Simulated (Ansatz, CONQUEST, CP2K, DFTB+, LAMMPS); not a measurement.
# What went wrong? CP2K on liquid Mg at 1150 K (73 atoms)

Program: CP2K 2026.2, a calculation on a cell of 73 Mg, 27.3 Å³ an atom.

File input.inp:

```
&GLOBAL
  PROJECT cell
  RUN_TYPE ENERGY_FORCE
  PRINT_LEVEL LOW
&END GLOBAL
&FORCE_EVAL
  METHOD QS
  STRESS_TENSOR ANALYTICAL
  &DFT
    BASIS_SET_FILE_NAME BASIS_MOLOPT
    POTENTIAL_FILE_NAME GTH_POTENTIALS
    &MGRID
      CUTOFF 1200
      REL_CUTOFF 60
      NGRIDS 5
    &END MGRID
    &QS
      EPS_DEFAULT 1.0E-12
    &END QS
    &SCF
      SCF_GUESS ATOMIC
      EPS_SCF 1.0E-06
      MAX_SCF 2
      ADDED_MOS 54
      &DIAGONALIZATION
        ALGORITHM STANDARD
      &END DIAGONALIZATION
      &SMEAR ON
        METHOD FERMI_DIRAC
        ELECTRONIC_TEMPERATURE [K] 580
      &END SMEAR
      &MIXING
        METHOD BROYDEN_MIXING
        ALPHA 0.15
        NBROYDEN 8
      &END MIXING
      &PRINT
        &RESTART OFF
        &END RESTART
      &END PRINT
    &END SCF
    &XC
      &XC_FUNCTIONAL PBE
      &END XC_FUNCTIONAL
    &END XC
    &PRINT
      &MULLIKEN ON
      &END MULLIKEN
      &HIRSHFELD ON
        SHAPE_FUNCTION DENSITY
      &END HIRSHFELD
      &MO ON
        EIGENVALUES T
        OCCUPATION_NUMBERS T
        MO_INDEX_RANGE 354 377
        &EACH
          QS_SCF 0
        &END EACH
        ADD_LAST NUMERIC
      &END MO
    &END PRINT
  &END DFT
  &SUBSYS
    &CELL
      A 12.58321 0.00000 0.00000
      B 0.00000 12.58321 0.00000
      C 0.00000 0.00000 12.58321
    &END CELL
    &COORD
      SCALED
      Mg 0.96370 0.12292 0.03765
      Mg 0.77660 0.47833 0.06528
      Mg 0.84324 0.10551 0.80750
      Mg 0.33722 0.83561 0.46971
      Mg 0.07518 0.52516 0.58147
      Mg 0.50013 0.98899 0.48467
      Mg 0.29711 0.00368 0.31361
      Mg 0.55862 0.46355 0.78212
      Mg 0.95379 0.60381 0.12491
      Mg 0.65193 0.71625 0.81739
[... 59 atom lines left out ...]
      Mg 0.53493 0.55384 0.17092
      Mg 0.71059 0.71583 0.34161
      Mg 0.00507 0.44639 0.31182
      Mg 0.35846 0.30135 0.12156
    &END COORD
    &KIND Mg
      BASIS_SET DZVP-MOLOPT-SR-GTH-q10
      POTENTIAL GTH-PBE-q10
    &END KIND
  &END SUBSYS
  &PRINT
    &FORCES ON
    &END FORCES
    &STRESS_TENSOR ON
    &END STRESS_TENSOR
  &END PRINT
&END FORCE_EVAL
```

Launch:

```bash
> OMP_NUM_THREADS=1 cp2k.psmp -i input.inp > output.txt
```

Numbers of over 12 decimals in the logs are rounded to 6 here.

The program printed:

```text
CP2K| version string:                                       CP2K version 2026.2
 CP2K| Input file name                                                 input.inp
 GLOBAL| Basis set file name                                        BASIS_MOLOPT
 GLOBAL| Potential file name                                      GTH_POTENTIALS
 GLOBAL| Run type                                                   ENERGY_FORCE
 GLOBAL| Total number of message passing processes                             1
 GLOBAL| Number of threads for this process                                    1
 TOTAL NUMBERS AND MAXIMUM NUMBERS
  Total number of            - Atomic kinds:                                   1
                             - Atoms:                                         73
                             - Shell sets:                                    73
                             - Shells:                                       365
                             - Primitive Cartesian functions:                511
                             - Cartesian basis functions:                    657
                             - Spherical basis functions:                    657
  Maximum angular momentum of- Orbital basis functions:                        1
                             - Local part of the GTH pseudopotential:          2
                             - Non-local part of the GTH pseudopotential:      1
 SCF PARAMETERS         Density guess:                                    ATOMIC
                        max_scf:                                               2
                        eps_scf:                                        1.00E-06
                        added MOs                                        54    0
                        Mixing method:                            BROYDEN_MIXING
                                                charge density mixing in g-space
                        Smear method:                                FERMI_DIRAC
                        Electronic temperature [K]:                        580.0
                        Electronic temperature [a.u.]:                  1.84E-03
                        Accuracy threshold:                             1.00E-10
 Extrapolation method: initial_guess
 Number of electrons:                                                        730
 Number of occupied orbitals:                                                365
 Number of molecular orbitals:                                               419
 Number of orbital functions:                                                657
 Number of independent orbital functions:                                    657
 SCF WAVEFUNCTION OPTIMIZATION
  Step     Update method      Time    Convergence         Total energy    Change
     1 NoMix/Diag. 0.15E+00   20.0     1.03796870     -4627.4348131734 -4.63E+03
     2 Broy./Diag. 0.15E+00   28.2     0.03634380     -4616.0462793927  1.14E+01
  Leaving inner SCF loop after reaching     2 steps.
  Electronic density on regular grids:       -729.9999999958        0.0000000042
  Core density on regular grids:              729.9999999999       -0.0000000001
  Total charge density on r-space grids:        0.0000000042
  Total charge density g-space grids:           0.0000000042
  Overlap energy of the core charge distribution:               0.000000
  Self energy of the core charge distribution:             -10683.309480
  Core Hamiltonian energy:                                   3152.197065
  Hartree energy:                                            3541.687852
  Exchange-correlation energy:                               -626.611701
  Electronic entropic energy:                                  -0.010556
  Fermi energy:                                                 0.129982
  Total energy:                                             -4616.046279
  Total energy (extrapolated to T->0):                      -4616.041001
 *   ___                                                                       *
 *  /   \                                                                      *
 * [ABORT]                                                                     *
 *  \___/     SCF run NOT converged. To continue the calculation regardless,   *
 *    |             please set the keyword IGNORE_CONVERGENCE_FAILURE.         *
 *  O/|                                                                        *
 * /| |                                                                        *
```

Wall time 73 s (1 thread of Intel Xeon 6975P-C (Granite Rapids), shared host); peak memory 10 GiB.

Banners, paths, timers and routine set-up lines are dropped from the logs unmarked, and long logs keep their key lines alone; longer cuts are marked.

Q: Name the fault.

Too few SCF iterations: iteration limit 2.

The run ended unconverged.

[Also dropped from logs without a mark: logging warnings of Python, and SIESTA's first energy breakdown and zero terms.]

[Logs are printed without paths, hosts, clocks, repeated set-up lines and the standing remarks that a program may print on its own settings, such as how far it seeks lower states.]

[Hosts, paths, dates, database ids (printed as entryN), source tags and the programs' standing remarks are cut or masked in the printed files.]
